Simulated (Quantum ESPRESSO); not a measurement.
# Mn3ZnN: cost and accuracy of the plane-wave cutoff

Aim: see how far moments and order energies of Mn3ZnN move with the plane-wave cutoff, and what each rung costs.

Method: PBEsol; plane waves with GBRV 1.5 PBEsol potentials, no spin-orbit coupling (settings of the first rung), in Quantum ESPRESSO 7.5.

## Step 1: Set-up

The structure is cubic, space group Pm-3m (No. 221). The conventional cell has a = 3.902 Å, b = 3.902 Å, c = 3.902 Å, α = 90.00°, β = 90.00°, γ = 90.00°. Nearest to Mn lie 2 N at 1.95 Å. Nearest to Zn lie 12 Mn at 2.76 Å. Nearest to N lie 6 Mn at 1.95 Å. Farther neighbours and most contacts between anions are not listed.

The cell comes from the Crystallography Open Database.

## Step 2: Rung 1, start ferro +++

Input file pw.in:

```
&CONTROL
  calculation = 'scf'
  prefix = 'pwscf'
  outdir = './tmp'
  pseudo_dir = './pseudo'
  disk_io = 'nowf'
/
&SYSTEM
  ibrav = 0
  nat = 5
  ntyp = 3
  ecutwfc = 18
  ecutrho = 126
  nbnd = 51
  occupations = 'smearing'
  smearing = 'fd'
  degauss = 0.00734986
  nspin = 2
  starting_magnetization(1) = 0.2333
  starting_magnetization(2) = 0
  starting_magnetization(3) = 0
/
&ELECTRONS
  conv_thr = 1d-08
  electron_maxstep = 150
  mixing_beta = 0.3
/
ATOMIC_SPECIES
Mn     54.9380 mn_pbesol_v1.5.uspp.F.UPF
Zn     65.3800 zn_pbesol_v1.uspp.F.UPF
N      14.0070 n_pbesol_v1.2.uspp.F.UPF
CELL_PARAMETERS bohr
   7.3737113383    0.0000000000    0.0000000000
   0.0000000000    7.3737113383    0.0000000000
   0.0000000000    0.0000000000    7.3737113383
ATOMIC_POSITIONS crystal
Mn      0.0000000000    0.5000000000    0.5000000000
Mn      0.5000000000    0.0000000000    0.5000000000
Mn      0.5000000000    0.5000000000    0.0000000000
Zn      0.0000000000    0.0000000000    0.0000000000
N       0.5000000000    0.5000000000    0.5000000000
K_POINTS automatic
8 8 8 0 0 0
```

Started as:

```sh
$ OMP_NUM_THREADS=1 mpirun -n 2 pw.x -nk 2 -in pw.in > pw.out
```

The program printed:

```text
Program PWSCF v.7.5 starts

     Message from routine setup:
     using ibrav=0 with symmetry is DISCOURAGED, use correct ibrav instead

     K-points division:     npool     =       2
     Subspace diagonalization in iterative solution of the eigenvalue problem:

     bravais-lattice index     =            0
     lattice parameter (alat)  =       7.3737  a.u.
     unit-cell volume          =     400.9206 (a.u.)^3
     number of atoms/cell      =            5
     number of atomic types    =            3
     number of electrons       =        70.00
     number of Kohn-Sham states=           51
     kinetic-energy cutoff     =      18.0000  Ry
     charge density cutoff     =     126.0000  Ry
     scf convergence threshold =      1.0E-08
     mixing beta               =       0.3000
     number of iterations used =            8  plain     mixing
     Exchange-correlation= SLA  PW   PSX  PSC
                           (   1   4  10   8   0   0   0)

     celldm(1)=   7.373711  celldm(2)=   0.000000  celldm(3)=   0.000000
     celldm(4)=   0.000000  celldm(5)=   0.000000  celldm(6)=   0.000000

     crystal axes: (cart. coord. in units of alat)
               a(1) = (   1.000000   0.000000   0.000000 )
               a(2) = (   0.000000   1.000000   0.000000 )
               a(3) = (   0.000000   0.000000   1.000000 )

     reciprocal axes: (cart. coord. in units 2 pi/alat)
               b(1) = (  1.000000  0.000000  0.000000 )
               b(2) = (  0.000000  1.000000  0.000000 )
               b(3) = (  0.000000  0.000000  1.000000 )

     PseudoPot. # 1 for Mn read from file:
     mn_pbesol_v1.5.uspp.F.UPF
     Pseudo is Ultrasoft + core correction, Zval = 15.0

     PseudoPot. # 2 for Zn read from file:
     zn_pbesol_v1.uspp.F.UPF
     Pseudo is Ultrasoft, Zval = 20.0

     PseudoPot. # 3 for N  read from file:
     n_pbesol_v1.2.uspp.F.UPF
     Pseudo is Ultrasoft + core correction, Zval =  5.0

     atomic species   valence    mass     pseudopotential
     Mn               15.00    54.93800     Mn( 1.00)
     Zn               20.00    65.38000     Zn( 1.00)
     N                 5.00    14.00700     N ( 1.00)

     Starting magnetic structure
     atomic species   magnetization
     Mn              0.233
     Zn              0.000
     N               0.000

     48 Sym. Ops., with inversion, found

   Cartesian axes

     site n.     atom                  positions (alat units)
         1        Mn     tau(   1) = (   0.0000000   0.5000000   0.5000000  )
         2        Mn     tau(   2) = (   0.5000000   0.0000000   0.5000000  )
         3        Mn     tau(   3) = (   0.5000000   0.5000000   0.0000000  )
         4        Zn     tau(   4) = (   0.0000000   0.0000000   0.0000000  )
         5        N      tau(   5) = (   0.5000000   0.5000000   0.5000000  )

     number of k points=    35  Fermi-Dirac smearing, width (Ry)=  0.0073
                       cart. coord. in units 2pi/alat
        k(    1) = (   0.0000000   0.0000000   0.0000000), wk =   0.0019531
        k(    2) = (   0.0000000   0.0000000   0.1250000), wk =   0.0117188
        k(    3) = (   0.0000000   0.0000000   0.2500000), wk =   0.0117188
        k(    4) = (   0.0000000   0.0000000   0.3750000), wk =   0.0117188
        k(    5) = (   0.0000000   0.0000000  -0.5000000), wk =   0.0058594
        [... 30 further k-points ...]

     Dense  grid:     9627 G-vectors     FFT dimensions: (  27,  27,  27)

     Smooth grid:     4139 G-vectors     FFT dimensions: (  20,  20,  20)

     Check: negative core charge=   -0.000489
     Generating pointlists ...
     new r_m :   0.2063 (alat units)  1.5208 (a.u.) for type    1
     new r_m :   0.2917 (alat units)  2.1508 (a.u.) for type    2
     new r_m :   0.2063 (alat units)  1.5208 (a.u.) for type    3

     Initial potential from superposition of free atoms

     starting charge      68.4996, renormalised to      70.0000
     Starting wfcs are   56 randomized atomic wfcs

     Self-consistent Calculation

     iteration #  1     ecut=    18.00 Ry     beta= 0.30
     Davidson diagonalization with overlap
     ethr =  1.00E-02,  avg # of iterations =  2.8

     total energy              =   -1090.00218031 Ry
     estimated scf accuracy    <      38.41116191 Ry

     total magnetization       =     5.03 Bohr mag/cell
     absolute magnetization    =     5.52 Bohr mag/cell

     iteration #  2     ecut=    18.00 Ry     beta= 0.30
     Davidson diagonalization with overlap
     ethr =  1.00E-02,  avg # of iterations =  2.1

     total energy              =   -1102.92484943 Ry
     estimated scf accuracy    <       9.97745081 Ry

     total magnetization       =     4.71 Bohr mag/cell
     absolute magnetization    =     5.22 Bohr mag/cell

     [... further iterations left out ...]

     iteration # 15     ecut=    18.00 Ry     beta= 0.30
     Davidson diagonalization with overlap
     ethr =  6.51E-10,  avg # of iterations =  2.0

     total energy              =   -1103.54928519 Ry
     estimated scf accuracy    <       0.00000002 Ry

     total magnetization       =     2.64 Bohr mag/cell
     absolute magnetization    =     2.93 Bohr mag/cell

     iteration # 16     ecut=    18.00 Ry     beta= 0.30
     Davidson diagonalization with overlap
     ethr =  3.52E-11,  avg # of iterations =  2.0

     Magnetic moment per site  (integrated on atomic sphere of radius R)
     atom   1 (R=0.206)  charge= 12.2113  magn=  0.8126
     atom   2 (R=0.206)  charge= 12.2113  magn=  0.8126
     atom   3 (R=0.206)  charge= 12.2113  magn=  0.8126
     atom   4 (R=0.292)  charge= 18.9183  magn= -0.0288
     atom   5 (R=0.206)  charge=  4.2526  magn= -0.0603

     End of self-consistent calculation

     [... lines left out ...]
     the Fermi energy is    15.2659 ev

!    total energy              =   -1103.54929504 Ry
     estimated scf accuracy    <          7.3E-09 Ry
     smearing contrib. (-TS)   =      -0.01126499 Ry
     internal energy E=F+TS    =   -1103.53803006 Ry

     The total energy is F=E-TS. E is the sum of the following terms:
     one-electron contribution =    -617.65535492 Ry
     hartree contribution      =     336.64867397 Ry
     xc contribution           =    -122.81223191 Ry
     ewald contribution        =    -699.71911719 Ry

     total magnetization       =     2.64 Bohr mag/cell
     absolute magnetization    =     2.92 Bohr mag/cell

     convergence has been achieved in  16 iterations

=------------------------------------------------------------------------------=
   JOB DONE.
=------------------------------------------------------------------------------=
```

Run time: 39 s. Hardware: 2 MPI ranks of Intel Xeon Platinum 8175M at 2.50GHz (Skylake/Cascade Lake), shared host; peak memory 0.18 GiB; 77 s of CPU time.

Spin moment in the atom's sphere by atom:

| atom | spin moment in the atom's sphere (μB) |
| --- | --- |
| Mn1 | 0.813 |
| Mn2 | 0.813 |
| Mn3 | 0.813 |
| Zn4 | -0.029 |
| N5 | -0.060 |

Read from the output:

| Quantity | Value |
| --- | --- |
| magnetization | 2.64 μB |
| final state | ferromagnetic |

## Step 3: Rung 1, start ferri ++-

Input file pw.in:

```
&CONTROL
  calculation = 'scf'
  prefix = 'pwscf'
  outdir = './tmp'
  pseudo_dir = './pseudo'
  disk_io = 'nowf'
/
&SYSTEM
  ibrav = 0
  nat = 5
  ntyp = 4
  ecutwfc = 18
  ecutrho = 126
  nbnd = 47
  occupations = 'smearing'
  smearing = 'fd'
  degauss = 0.00734986
  nspin = 2
  starting_magnetization(1) = 0.2333
  starting_magnetization(2) = -0.2333
  starting_magnetization(3) = 0
  starting_magnetization(4) = 0
/
&ELECTRONS
  conv_thr = 1d-08
  electron_maxstep = 150
  mixing_beta = 0.3
/
ATOMIC_SPECIES
Mn1    54.9380 mn_pbesol_v1.5.uspp.F.UPF
Mn2    54.9380 mn_pbesol_v1.5.uspp.F.UPF
Zn     65.3800 zn_pbesol_v1.uspp.F.UPF
N      14.0070 n_pbesol_v1.2.uspp.F.UPF
CELL_PARAMETERS bohr
   7.3737113383    0.0000000000    0.0000000000
   0.0000000000    7.3737113383    0.0000000000
   0.0000000000    0.0000000000    7.3737113383
ATOMIC_POSITIONS crystal
Mn1     0.0000000000    0.5000000000    0.5000000000
Mn1     0.5000000000    0.0000000000    0.5000000000
Mn2     0.5000000000    0.5000000000    0.0000000000
Zn      0.0000000000    0.0000000000    0.0000000000
N       0.5000000000    0.5000000000    0.5000000000
K_POINTS automatic
8 8 8 0 0 0
```

The program printed:

```text
     [... lines left out ...]
Program PWSCF v.7.5 starts
     [... lines left out ...]
     number of atoms/cell      =            5
     [... lines left out ...]
     number of electrons       =        70.00
     number of Kohn-Sham states=           47
     kinetic-energy cutoff     =      18.0000  Ry
     charge density cutoff     =     126.0000  Ry
     scf convergence threshold =      1.0E-08
     [... lines left out ...]
     16 Sym. Ops., with inversion, found
     [... lines left out ...]
     number of k points=    75  Fermi-Dirac smearing, width (Ry)=  0.0073
     [... lines left out ...]
     iteration # 22     ecut=    18.00 Ry     beta= 0.30
     [... lines left out ...]
     Magnetic moment per site  (integrated on atomic sphere of radius R)
     atom   1 (R=0.206)  charge= 12.2115  magn=  0.9424
     atom   2 (R=0.206)  charge= 12.2115  magn=  0.9424
     atom   3 (R=0.206)  charge= 12.2105  magn= -1.4641
     atom   4 (R=0.292)  charge= 18.9219  magn= -0.0116
     atom   5 (R=0.206)  charge=  4.2595  magn= -0.0130
     [... lines left out ...]
     the Fermi energy is    15.3543 ev
!    total energy              =   -1103.54855397 Ry
     estimated scf accuracy    <          4.6E-09 Ry
     smearing contrib. (-TS)   =      -0.01226137 Ry
     [... lines left out ...]
     total magnetization       =     0.44 Bohr mag/cell
     absolute magnetization    =     4.04 Bohr mag/cell
     convergence has been achieved in  22 iterations
```

Wall time 91 s (2 MPI ranks); peak memory 0.22 GiB; 3 min of CPU time.

Spin moment in the atom's sphere by atom:

| atom | spin moment in the atom's sphere (μB) |
| --- | --- |
| Mn1 | 0.94 |
| Mn2 | 0.94 |
| Mn3 | -1.46 |
| Zn4 | -0.01 |
| N5 | -0.01 |

This step gave:

- magnetization: 0.435 μB
- final state: ferrimagnetic

## Step 4: Rung 2, start ferro +++

Input file pw.in:

```
&CONTROL
  calculation = 'scf'
  prefix = 'pwscf'
  outdir = './tmp'
  pseudo_dir = './pseudo'
  disk_io = 'nowf'
/
&SYSTEM
  ibrav = 0
  nat = 5
  ntyp = 3
  ecutwfc = 24
  ecutrho = 168
  nbnd = 51
  occupations = 'smearing'
  smearing = 'fd'
  degauss = 0.00734986
  nspin = 2
  starting_magnetization(1) = 0.2333
  starting_magnetization(2) = 0
  starting_magnetization(3) = 0
/
&ELECTRONS
  conv_thr = 1d-08
  electron_maxstep = 150
  mixing_beta = 0.3
/
ATOMIC_SPECIES
Mn     54.9380 mn_pbesol_v1.5.uspp.F.UPF
Zn     65.3800 zn_pbesol_v1.uspp.F.UPF
N      14.0070 n_pbesol_v1.2.uspp.F.UPF
CELL_PARAMETERS bohr
   7.3737113383    0.0000000000    0.0000000000
   0.0000000000    7.3737113383    0.0000000000
   0.0000000000    0.0000000000    7.3737113383
ATOMIC_POSITIONS crystal
Mn      0.0000000000    0.5000000000    0.5000000000
Mn      0.5000000000    0.0000000000    0.5000000000
Mn      0.5000000000    0.5000000000    0.0000000000
Zn      0.0000000000    0.0000000000    0.0000000000
N       0.5000000000    0.5000000000    0.5000000000
K_POINTS automatic
8 8 8 0 0 0
```

The program printed:

```text
     [... lines left out ...]
Program PWSCF v.7.5 starts
     [... lines left out ...]
     number of atoms/cell      =            5
     [... lines left out ...]
     number of electrons       =        70.00
     number of Kohn-Sham states=           51
     kinetic-energy cutoff     =      24.0000  Ry
     charge density cutoff     =     168.0000  Ry
     scf convergence threshold =      1.0E-08
     [... lines left out ...]
     48 Sym. Ops., with inversion, found
     [... lines left out ...]
     number of k points=    35  Fermi-Dirac smearing, width (Ry)=  0.0073
     [... lines left out ...]
     iteration # 15     ecut=    24.00 Ry     beta= 0.30
     [... lines left out ...]
     Magnetic moment per site  (integrated on atomic sphere of radius R)
     atom   1 (R=0.206)  charge= 12.0947  magn=  2.4521
     atom   2 (R=0.206)  charge= 12.0947  magn=  2.4521
     atom   3 (R=0.206)  charge= 12.0947  magn=  2.4521
     atom   4 (R=0.292)  charge= 18.9335  magn= -0.1107
     atom   5 (R=0.206)  charge=  4.2914  magn= -0.0866
     [... lines left out ...]
     the Fermi energy is    15.4902 ev
!    total energy              =   -1113.18176998 Ry
     estimated scf accuracy    <          2.5E-09 Ry
     smearing contrib. (-TS)   =      -0.01211424 Ry
     [... lines left out ...]
     total magnetization       =     8.17 Bohr mag/cell
     absolute magnetization    =     8.80 Bohr mag/cell
     convergence has been achieved in  15 iterations
```

Elapsed: 69 s, on 2 MPI ranks; peak memory 0.22 GiB.

This step gave:

```yaml
magnetization: 8.173 μB
final_state: ferromagnetic
largest_moment: 2.452 μB
```

## Step 5: Rung 2, start ferri ++-

Input file pw.in:

```
&CONTROL
  calculation = 'scf'
  prefix = 'pwscf'
  outdir = './tmp'
  pseudo_dir = './pseudo'
  disk_io = 'nowf'
/
&SYSTEM
  ibrav = 0
  nat = 5
  ntyp = 4
  ecutwfc = 24
  ecutrho = 168
  nbnd = 47
  occupations = 'smearing'
  smearing = 'fd'
  degauss = 0.00734986
  nspin = 2
  starting_magnetization(1) = 0.2333
  starting_magnetization(2) = -0.2333
  starting_magnetization(3) = 0
  starting_magnetization(4) = 0
/
&ELECTRONS
  conv_thr = 1d-08
  electron_maxstep = 150
  mixing_beta = 0.3
/
ATOMIC_SPECIES
Mn1    54.9380 mn_pbesol_v1.5.uspp.F.UPF
Mn2    54.9380 mn_pbesol_v1.5.uspp.F.UPF
Zn     65.3800 zn_pbesol_v1.uspp.F.UPF
N      14.0070 n_pbesol_v1.2.uspp.F.UPF
CELL_PARAMETERS bohr
   7.3737113383    0.0000000000    0.0000000000
   0.0000000000    7.3737113383    0.0000000000
   0.0000000000    0.0000000000    7.3737113383
ATOMIC_POSITIONS crystal
Mn1     0.0000000000    0.5000000000    0.5000000000
Mn1     0.5000000000    0.0000000000    0.5000000000
Mn2     0.5000000000    0.5000000000    0.0000000000
Zn      0.0000000000    0.0000000000    0.0000000000
N       0.5000000000    0.5000000000    0.5000000000
K_POINTS automatic
8 8 8 0 0 0
```

The program printed:

```text
     [... lines left out ...]
Program PWSCF v.7.5 starts
     [... lines left out ...]
     number of atoms/cell      =            5
     [... lines left out ...]
     number of electrons       =        70.00
     number of Kohn-Sham states=           47
     kinetic-energy cutoff     =      24.0000  Ry
     charge density cutoff     =     168.0000  Ry
     scf convergence threshold =      1.0E-08
     [... lines left out ...]
     16 Sym. Ops., with inversion, found
     [... lines left out ...]
     number of k points=    75  Fermi-Dirac smearing, width (Ry)=  0.0073
     [... lines left out ...]
     iteration # 21     ecut=    24.00 Ry     beta= 0.30
     [... lines left out ...]
     Magnetic moment per site  (integrated on atomic sphere of radius R)
     atom   1 (R=0.206)  charge= 12.0854  magn=  2.3384
     atom   2 (R=0.206)  charge= 12.0854  magn=  2.3384
     atom   3 (R=0.206)  charge= 12.0801  magn= -2.5480
     atom   4 (R=0.292)  charge= 18.9397  magn= -0.0428
     atom   5 (R=0.206)  charge=  4.3007  magn= -0.0265
     [... lines left out ...]
     the Fermi energy is    15.4359 ev
!    total energy              =   -1113.18150902 Ry
     estimated scf accuracy    <          7.9E-09 Ry
     smearing contrib. (-TS)   =      -0.01334059 Ry
     [... lines left out ...]
     total magnetization       =     2.34 Bohr mag/cell
     absolute magnetization    =     8.71 Bohr mag/cell
     convergence has been achieved in  21 iterations
```

Wall time 3.1 min (2 MPI ranks); peak memory 0.27 GiB; 6.2 min of CPU time.

This step gave:

* magnetization: 2.338 μB
* final state: ferrimagnetic
* largest moment: 2.548 μB

## Step 6: Rung 3, start ferro +++

Input file pw.in:

```
&CONTROL
  calculation = 'scf'
  prefix = 'pwscf'
  outdir = './tmp'
  pseudo_dir = './pseudo'
  disk_io = 'nowf'
/
&SYSTEM
  ibrav = 0
  nat = 5
  ntyp = 3
  ecutwfc = 32
  ecutrho = 224
  nbnd = 51
  occupations = 'smearing'
  smearing = 'fd'
  degauss = 0.00734986
  nspin = 2
  starting_magnetization(1) = 0.2333
  starting_magnetization(2) = 0
  starting_magnetization(3) = 0
/
&ELECTRONS
  conv_thr = 1d-08
  electron_maxstep = 150
  mixing_beta = 0.3
/
ATOMIC_SPECIES
Mn     54.9380 mn_pbesol_v1.5.uspp.F.UPF
Zn     65.3800 zn_pbesol_v1.uspp.F.UPF
N      14.0070 n_pbesol_v1.2.uspp.F.UPF
CELL_PARAMETERS bohr
   7.3737113383    0.0000000000    0.0000000000
   0.0000000000    7.3737113383    0.0000000000
   0.0000000000    0.0000000000    7.3737113383
ATOMIC_POSITIONS crystal
Mn      0.0000000000    0.5000000000    0.5000000000
Mn      0.5000000000    0.0000000000    0.5000000000
Mn      0.5000000000    0.5000000000    0.0000000000
Zn      0.0000000000    0.0000000000    0.0000000000
N       0.5000000000    0.5000000000    0.5000000000
K_POINTS automatic
8 8 8 0 0 0
```

The program printed:

```text
     [... lines left out ...]
Program PWSCF v.7.5 starts
     [... lines left out ...]
     number of atoms/cell      =            5
     [... lines left out ...]
     number of electrons       =        70.00
     number of Kohn-Sham states=           51
     kinetic-energy cutoff     =      32.0000  Ry
     charge density cutoff     =     224.0000  Ry
     scf convergence threshold =      1.0E-08
     [... lines left out ...]
     48 Sym. Ops., with inversion, found
     [... lines left out ...]
     number of k points=    35  Fermi-Dirac smearing, width (Ry)=  0.0073
     [... lines left out ...]
     iteration # 16     ecut=    32.00 Ry     beta= 0.30
     [... lines left out ...]
     Magnetic moment per site  (integrated on atomic sphere of radius R)
     atom   1 (R=0.206)  charge= 12.0195  magn=  2.1702
     atom   2 (R=0.206)  charge= 12.0195  magn=  2.1702
     atom   3 (R=0.206)  charge= 12.0195  magn=  2.1702
     atom   4 (R=0.292)  charge= 18.9354  magn= -0.0907
     atom   5 (R=0.206)  charge=  4.2775  magn= -0.1094
     [... lines left out ...]
     the Fermi energy is    15.4858 ev
!    total energy              =   -1114.59915998 Ry
     estimated scf accuracy    <          4.2E-09 Ry
     smearing contrib. (-TS)   =      -0.01369371 Ry
     [... lines left out ...]
     total magnetization       =     7.23 Bohr mag/cell
     absolute magnetization    =     7.87 Bohr mag/cell
     convergence has been achieved in  16 iterations
```

Elapsed: 2 min, on 2 MPI ranks; peak memory 0.28 GiB.

Read from the output:

```yaml
magnetization: 7.227 μB
final_state: ferromagnetic
largest_moment: 2.170 μB
```

(Part 1 of 3 ends here.)

[Logs and program files are shortened in this print: banners, set-up blocks, solver, clock and traceback lines can be left out without a mark of their own.]

[Logs are printed without paths, hosts, clocks, repeated set-up lines and the standing remarks that a program may print on its own settings, such as how far it seeks lower states.]

[Hosts, paths, dates, database ids (printed as entryN), source tags and the programs' standing remarks are cut or masked in the printed files.]

[Where a cell is said to come from a database of computed structures, the database is the Materials Project.]
